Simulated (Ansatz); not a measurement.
**Lattice dynamics of NaVS3 (model cell, started as cubic perovskite with V in the octahedra)**

How does NaVS3 (model cell, started as cubic perovskite with V in the octahedra) vibrate, and is this structure a minimum?

Calculated with Ansatz 0.2.0; DFT PBEsol, scalar-relativistic, plane waves, PAW; PAW set soft_1.

This is a report of a sequence of runs, with most program output left out.

The structure was built from a prototype and need not be the compound's stable phase.

### 1. Set-up

The structure is cubic, space group Pm-3m (No. 221). The conventional cell has a = 4.665 Å, b = 4.665 Å, c = 4.665 Å, α = 90.00°, β = 90.00°, γ = 90.00°. Nearest to Na lie 12 S at 3.30 Å. Nearest to V lie 6 S at 2.33 Å. S has 2 V at 2.33 Å and 4 Na at 3.30 Å nearest. Farther neighbours and most contacts between anions are not listed.

### 2. Relaxation

The cell and atoms are relaxed, since residual forces and stress would shift the frequencies.

Input file input.yaml:

```yaml
crystal:
  lattice:
    - [4.6648, 0.0, 0.0]
    - [0.0, 4.6648, 0.0]
    - [0.0, 0.0, 4.6648]
  atoms:
    - { symbol: Na, position: [0.0, 0.0, 0.0] }
    - { symbol: V, position: [0.5, 0.5, 0.5] }
    - { symbol: S, position: [0.5, 0.5, 0.0] }
    - { symbol: S, position: [0.5, 0.0, 0.5] }
    - { symbol: S, position: [0.0, 0.5, 0.5] }
kpoints:
  mp_grid: { grid: [8, 8, 8] }
hamiltonian:
  xc: pbesol
  pseudopotentials: { kind: paw, azcp: { folder: soft_1 }, xc_functional: pbe }
scf:
  occupations: { method: gaussian, width: 0.1 }
output:
  forces: true
  stress: true
  eigenvalues: true
  write_density: true
  write_potential: true
  elf: true
  volumetric_format: npy
relax:
  adjacent_minimum: "off"
  f_tol: 0.005
  max_steps: 80
  cell: { stress_tol: 0.05 }
```

On the command line:

```
> ansatz run input.yaml --threads 8 --pin off --max-ram 16384MiB --backend cpu --events-out ev --progress --plain --runs-dir out
```

Elapsed: 4.3 s, on 8 threads of Arm Neoverse V2, shared host; peak memory 0.53 GiB; 29 s of CPU time.

Step by step:

```
step  energy less that of the first step (eV)  largest force component (eV/Å)  pressure (GPa)  volume (Å³)
   1                                   0.0000                          0.0000           -4.44       101.51
   2                                  -0.0858                          0.0000           -1.22        96.84
   3                                  -0.0920                          0.0000            0.14        95.17
   4                                  -0.0921                          0.0000            0.00        95.34
  5*                                  -0.0905                          0.0000            0.00        95.34
```

Relaxation steps marked * repeat the geometry before them on a plane-wave basis chosen anew for their cell, so energy and pressure can jump there.

Forces are held to the 48 operations that the run works with; a distortion that breaks them can't arise in this run.

```
conventional cell, symmetrised  before  after  change
                         a (Å)   4.665  4.568  -2.1 %
                         b (Å)   4.665  4.568  -2.1 %
                         c (Å)   4.665  4.568  -2.1 %
              volume (Å³/atom)   20.30  19.07  -6.1 %
```

The relaxed structure:

```xyz
5
Lattice="4.5683 0.0000 0.0000 0.0000 4.5683 0.0000 0.0000 0.0000 4.5683" Properties=species:S:1:pos:R:3 pbc="T T T"
Na    0.0000    0.0000    0.0000
V     2.2842    2.2842    2.2842
S     2.2842    2.2842    0.0000
S     2.2842    0.0000    2.2842
S     0.0000    2.2842    2.2842
```

This step gave:

```
pressure          : -6.93e-4 GPa
volume per atom   : 19.07 Å³
gap on the k-mesh : 0 eV
```

ELF in the ac plane at fractional y = 0.500, with atoms of V and S within 0.2 Å of it. It is the smooth field of the valence electrons, not physical close to the nuclei.

Ten even steps from '_' (0.02) to '@' (0.83), each cell a mean:
```
____::##@@@@--..**@@@@++..__
......==%%@@%%%%@@@@##::....
++==::::++%%@@@@@@##==..::++
@@%%**--::::------::::==##@@
@@@@@@++..::====--..::##@@@@
==##@@**::==##%%##----@@@@**
__==@@##--**%%%%%%==--@@%%..
..++@@**::++%%%%##==--@@%%--
%%@@@@**::--++**==::::%%@@@@
@@@@##--::::::--::..::++%%@@
##**--::--****##**++--::==##
::....--##@@@@@@@@@@**::..::
____..**@@@@++==##@@%%==..__
____::##@@%%..__==@@@@++..__
```
Columns run along a (4.6 Å), rows up along c (4.6 Å). Atoms in or near the plane, at fractional coordinates: V at (0.50, 0.50), S at (0.50, 0.00), S at (0.00, 0.50).

Electrostatic potential energy in the ac plane at fractional y = 0.500, with atoms of V and S within 0.2 Å of it. With pseudopotentials it is smooth inside the atoms' cores, unlike the true potential.

Ten even steps from '_' (-35 eV) to '@' (11 eV), each cell a mean:
```
@@@@@@@@##::______==%%@@@@@@
@@@@@@@@%%++::..--##@@@@@@@@
@@@@@@@@@@%%****##%%@@@@@@@@
%%%%@@@@@@%%##**##%%@@@@@@%%
--++%%%%%%++::::--##%%%%##==
____++%%**::______--####--__
::__--##++________::****..__
____==##++..______::##**::__
..--##%%##==..__::++%%%%++::
####@@@@%%##++++**%%@@@@%%##
@@@@@@@@@@%%####%%%%@@@@@@@@
@@@@@@@@@@##==--++%%@@@@@@@@
@@@@@@@@##--______++%%@@@@@@
@@@@@@@@##..__::__--%%@@@@@@
```
Columns run along a (4.6 Å; values clipped at the 3rd and 97th percentile), rows up along c (4.6 Å). Atoms in or near the plane, at fractional coordinates: V at (0.50, 0.50), S at (0.50, 0.00), S at (0.00, 0.50).

Valence density in the ac plane at fractional y = 0.500, with atoms of V and S within 0.2 Å of it. It is the smooth field of the valence electrons, not physical close to the nuclei.

Ten steps, logarithmic in the rise over the least value, from '_' (0 e/Å³) to '@' (14 e/Å³), each cell a mean:
```
______..--====--====::..____
______..::========--::..____
........::----==--::........
::::::....::----::::....::::
==----::::--++++==::::::--==
======----++%%%%##==::--====
::====--==##@@@@%%++--====--
--====----**%%@@%%++----====
====--::::==**##++--::--====
----::....::--==--::..::::--
..........::------::........
______..::--======--::..____
______..--========--::..____
______..--==--::====::..____
```
Columns run along a (4.6 Å), rows up along c (4.6 Å). Atoms in or near the plane, at fractional coordinates: V at (0.50, 0.50), S at (0.50, 0.00), S at (0.00, 0.50).

In this step the volume went from 20.30 to 19.07 Å³/atom.

### 3. Relaxing to small forces for the phonons

Phonons need a cell at rest on their own settings, so the relaxation is repeated with tight tolerances on forces and stress, using the mesh and the filling of the phonon run that follows.

input.yaml, the sections that differ from step 2:

```yaml
crystal:
  lattice:
    - [4.5683033595, 0.0, 0.0]
    - [0.0, 4.5683033595, 0.0]
    - [0.0, 0.0, 4.5683033595]
  atoms:
    - { symbol: Na, position: [0.0, 0.0, 0.0] }
    - { symbol: V, position: [0.5, 0.5, 0.5] }
    - { symbol: S, position: [0.5, 0.5, 0.0] }
    - { symbol: S, position: [0.5, 0.0, 0.5] }
    - { symbol: S, position: [0.0, 0.5, 0.5] }
scf:
  occupations: { method: methfessel_paxton, width: 0.2 }
output:
  forces: true
  stress: true
  eigenvalues: true
relax:
  adjacent_minimum: "off"
  f_tol: 0.001
  max_steps: 60
  cell: { stress_tol: 0.01 }
# kpoints, hamiltonian: as in step 2
```

Elapsed: 1.8 s, on 8 threads; peak memory 0.51 GiB; 12 s of CPU time.

Little changed from the start: no atom moved by 0.005 Å and no cell edge by 0.1 %.

This step gave:

| Quantity | Value |
| --- | --- |
| pressure | 0.005335 GPa |

The forces vanish by symmetry and the pressure is 0.005 GPa, within the tolerances set. The cell now holds 19.07 Å³/atom.

### 4. Modes at Γ

The zone centre comes first: it holds the modes that light can see, as far as symmetry allows. No field response is asked, since the mesh shows no gap.

Edit input.yaml of step 3 so:

```diff
@@ -19,9 +19,4 @@
 output:
-  forces: true
-  stress: true
   eigenvalues: true
-relax:
-  adjacent_minimum: "off"
-  f_tol: 0.001
-  max_steps: 60
-  cell: { stress_tol: 0.01 }
+phonons:
+  method: dfpt
```

The job ended after 17 s (8 threads; peak memory 1.3 GiB).

Numbers from this step:

```
sum-rule residual before enforcement                    : 2.14e-5 eV/Å²
point group                                             : m-3m
highest optical mode at the zone centre (no LO-TO term) : 352.1 cm⁻¹
lowest optical zone-centre mode                         : -93.33 cm⁻¹
```

Patterns of degenerate modes are one choice out of their space. The modes at Γ (shares of kinetic energy by element, %) (negative means imaginary):

```
mode  frequency (cm⁻¹)  symmetry  Na %  V %  S %
   1             -93.3       T1u     2   61   37
   2             -93.3       T1u     2   61   37
   3             -93.3       T1u     2   61   37
   4               0.0  acoustic    14   30   57
   5               0.0  acoustic    14   30   57
   6               0.0  acoustic    14   30   57
   7              72.2       T1u    85    1   14
   8              72.2       T1u    85    1   14
   9              72.2       T1u    85    1   14
  10              87.9       T2u     0    0  100
  11              87.9       T2u     0    0  100
  12              87.9       T2u     0    0  100
  13             352.1       T1u     0    8   92
  14             352.1       T1u     0    8   92
  15             352.1       T1u     0    8   92
```

Displacements in mode 3 (-93.3 cm⁻¹), the largest set to 1:
```
Na1 -0.04 -0.07 -0.24
V2   0.16  0.30  1.00
S3  -0.11 -0.21 -0.02
S4  -0.11 -0.01 -0.70
S5   0.00 -0.21 -0.70
```

Displacements in mode 11 (87.9 cm⁻¹), the largest set to 1:
```
Na1  0.00  0.00  0.00
V2   0.00  0.00  0.00
S3   0.00 -0.02  0.00
S4   0.00  0.00 -1.00
S5   0.00  0.02  1.00
```

Before it was imposed, the acoustic sum rule was missed by 2.1e-5 eV/Å². Small misses are needed for a sound result but don't prove that mesh and cutoff are converged. The lowest optical mode is imaginary, 93.3i cm⁻¹, so the energy falls along it.

### 5. Response at finite wavevector

Stability and thermal properties need the whole zone. Linear response on a 4×4×4 q mesh gives force constants as far as a supercell of that size would.

Edit input.yaml of step 4 so:

```diff
@@ -22 +22,8 @@
   method: dfpt
+  qmesh: [4, 4, 4]
+  temperatures: { t_max: 1000, t_step: 50 }
+  qpath:
+    path:
+      - [[0.0, 0.0, 0.0], [0.0, 0.5, 0.0], [0.5, 0.5, 0.0], [0.0, 0.0, 0.0], [0.5, 0.5, 0.5], [0.0, 0.5, 0.0]]
+      - [[0.5, 0.5, 0.5], [0.5, 0.5, 0.0]]
+    npoints: 10
```

Elapsed: 6.3 min, on 8 threads; peak memory 3.1 GiB.

Numbers from this step:

* sum-rule residual before enforcement: 2.47e-5 eV/Å²
* lowest frequency on the path: -216.2 cm⁻¹
* highest frequency on the path or at a solved wavevector: 453.7 cm⁻¹
* lowest mode on the q mesh (acoustic modes at Γ apart): -216.2 cm⁻¹

Frequencies (cm⁻¹) solved at each irreducible wavevector; negative means imaginary. Frequencies by wavevector, by row:

```
q in reciprocal lattice units  star  mode 1  mode 2  mode 3  mode 4  mode 13  mode 14  mode 15
                        0 0 0     1   -93.3   -93.3   -93.3       0    352.1    352.1    352.1
                     0 0 0.25     6  -165.3   -86.7   -86.7    38.5    346.6    346.6    355.6
                     0 0 -0.5     3   -97.5   -97.5    54.4    54.4    336.9    336.9    380.8
                  0 0.25 0.25    12  -149.2  -126.5     -87    26.8    333.7    340.9    376.2
                  0 0.25 -0.5    12  -140.3   -99.6   -21.4    58.3    292.7    330.7    401.1
                  0 -0.5 -0.5     3  -111.4   -76.2    50.4    50.4    227.9    319.9    418.6
               0.25 0.25 0.25     8  -104.7  -104.7   -82.9    29.5    333.5    333.5    396.7
               0.25 0.25 -0.5    12   -92.4   -89.3   -34.5    21.7      266    316.2    421.9
               0.25 -0.5 -0.5     6  -102.9   -76.5     -52   -11.3    227.8      271    441.3
               -0.5 -0.5 -0.5     1  -216.2  -216.2   -76.5   -76.5    226.4    226.4    453.6
```

Interpolated from a 4×4×4 q mesh. Phonon branches along the path, in cm⁻¹:

```
    point  branch 1  branch 2  branch 3  branch 4  branch 12  branch 13  branch 14  branch 15
        Γ       -93       -93       -93         0         88        352        352        352
  halfway      -165       -87       -87        38        125        347        347        356
        X       -98       -98        54        54        189        337        337        381
  halfway      -140      -100       -22        58        205        293        331        401
        M      -111       -76        50        50        186        228        320        419
  halfway      -149      -126       -87        27        172        334        341        376
        Γ       -93       -93       -93         0         88        352        352        352
  halfway      -105      -105       -83        30        174        334        334        397
        R      -216      -216       -76       -76        226        226        226        454
  halfway       -92       -89       -34        22        208        266        316        422
        X       -98       -98        54        54        189        337        337        381
jump to R      -216      -216       -76       -76        226        226        226        454
  halfway      -103       -76       -52       -11        203        228        271        441
        M      -111       -76        50        50        186        228        320        419
```

Tetrahedra on a 16×16×16 mesh, mean over bins of 10 cm-1. Interpolated from a 4×4×4 q mesh. The phonon density of states by wavenumber; read off at these points:

```
wavenumber (cm⁻¹)  phonon density of states (1/cm⁻¹/cell)
             -215                                  1.0e-5
             -195                                  1.5e-4
             -175                                  3.0e-4
             -165                                 0.00197
             -145                                 0.00917
             -125                                  0.0211
             -105                                  0.0457
              -85                                  0.0212
              -75                                  0.0260
              -55                                  0.0103
              -35                                 0.00997
              -15                                 0.00554
                5                                 0.00676
               25                                  0.0124
               35                                  0.0204
               55                                   0.107
               65                                   0.139
               75                                  0.0813
               95                                  0.0374
              115                                  0.0360
              125                                  0.0321
              145                                  0.0357
              165                                  0.0416
              175                                  0.0484
              185                                  0.0484
              205                                  0.0295
              215                                  0.0206
              235                                 0.00489
              255                                 0.00425
              275                                 0.00476
              295                                 0.00651
              315                                  0.0103
              325                                  0.0245
              335                                  0.0488
              345                                  0.0466
              365                                  0.0072
              385                                  0.0137
              405                                  0.0125
              415                                  0.0144
              435                                 0.00573
              455                                 0.00238
```

The partial phonon density of states has structure finer than the step of the table below, so its rows give means over 20 cm⁻¹, whole bins alone (the curve runs from -206 to 477 cm⁻¹). Peaks (cm⁻¹: height): Na 65.1: 0.106; S 60.8: 0.0320, 108.0: 0.0276, 125.2: 0.0274, 146.7: 0.0322, 163.8: 0.0371, 181.0: 0.0304, 339.9: 0.0475; V -102.4: 0.0429, 103.7: 0.0111, 150.9: 0.0182, 185.3: 0.0255.

Phonopy on the run's constants, 13x13x13 mesh, Gaussian sigma 4.9 cm-1. Interpolated from a 4×4×4 q mesh. Partial phonon density of states against wavenumber; means over each step; values in 1/cm⁻¹/cell:

```
wavenumber (cm⁻¹)       Na        S        V
             -180        0   4.1e-4   1.7e-4
             -160   6.1e-6  0.00173  0.00308
             -140   1.0e-4  0.00399   0.0100
             -120   1.8e-4  0.00515   0.0146
             -100   5.0e-4  0.00778   0.0335
              -80   5.2e-4   0.0128   0.0107
              -60   5.3e-4   0.0177  0.00221
              -40   4.0e-4  0.00718   6.5e-4
              -20   2.9e-4  0.00210   3.8e-4
                0   2.8e-4  0.00172   2.3e-4
               20  0.00241   0.0113  0.00165
               40   0.0130   0.0144  0.00321
               60   0.0821   0.0288  0.00581
               80   0.0360   0.0276  0.00418
              100  0.00673   0.0236  0.00816
              120  0.00270   0.0235  0.00513
              140  0.00144   0.0235  0.00900
              160  0.00132   0.0302   0.0111
              180  0.00101   0.0262   0.0168
              200   3.1e-4   0.0251  0.00536
              220   9.7e-5   0.0209   2.3e-4
              240   6.5e-6  0.00503   8.8e-5
              260        0  0.00396   4.3e-5
              280        0  0.00450   2.2e-5
              300        0  0.00791   1.5e-5
              320        0   0.0176   4.9e-4
              340   6.1e-6   0.0412  0.00205
              360   2.5e-6   0.0128   4.9e-4
              380        0   0.0112   1.6e-4
              400        0   0.0122   1.8e-4
              420        0   0.0109   1.4e-4
              440        0  0.00539   7.9e-5
              460        0  0.00145   1.2e-5
```

Symmetry leaves 10 wavevectors to solve. The lowest mode among them, the acoustic zeros apart, lies at q = (-0.5, -0.5, -0.5) and is imaginary, 216.2i cm⁻¹, so the energy falls along it.

### 6. Outcome

* space group after relaxation (within 0.01 Å): Pm-3m
* volume per atom: 19.1 Å³
* electronic character: no gap on this mesh
* highest optical mode at the zone centre (no LO-TO term): 352 cm⁻¹
* lowest optical zone-centre mode: -93.3 cm⁻¹
* lowest mode on the q mesh (acoustic modes at Γ apart): -216 cm⁻¹
* highest frequency on the path or at a solved wavevector: 454 cm⁻¹
* imaginary modes on the 4×4×4 q mesh: yes

What this shows: Modes are clearly imaginary (beyond 10i cm⁻¹) at 10 of the 10 irreducible wavevectors, most at q = (-0.5, -0.5, -0.5) (216.2i cm⁻¹), so this structure is not a minimum of the energy. The optical modes at Γ span -93 to 352 cm⁻¹ (negative means imaginary). The highest mode in this list at Γ, 352.1 cm⁻¹, is mostly motion of S (92 % of the kinetic energy). With no gap, or one that is small against the smearing, the frequencies hang on the k mesh and the smearing, most of all near Kohn anomalies. The phonon runs are without spin polarisation, although V often carries a moment. The PAW files were made for PBE and serve the other functionals too. The starting cell was built on a prototype and not taken from a measurement, so the phase need not exist. These are harmonic frequencies at zero temperature: anharmonic shifts, linewidths and thermal expansion are left out.

[Logs are printed without paths, hosts, clocks, repeated set-up lines and the standing remarks that a program may print on its own settings, such as how far it seeks lower states.]

[Hosts, paths, dates, database ids (printed as entryN), source tags and the programs' standing remarks are cut or masked in the printed files.]
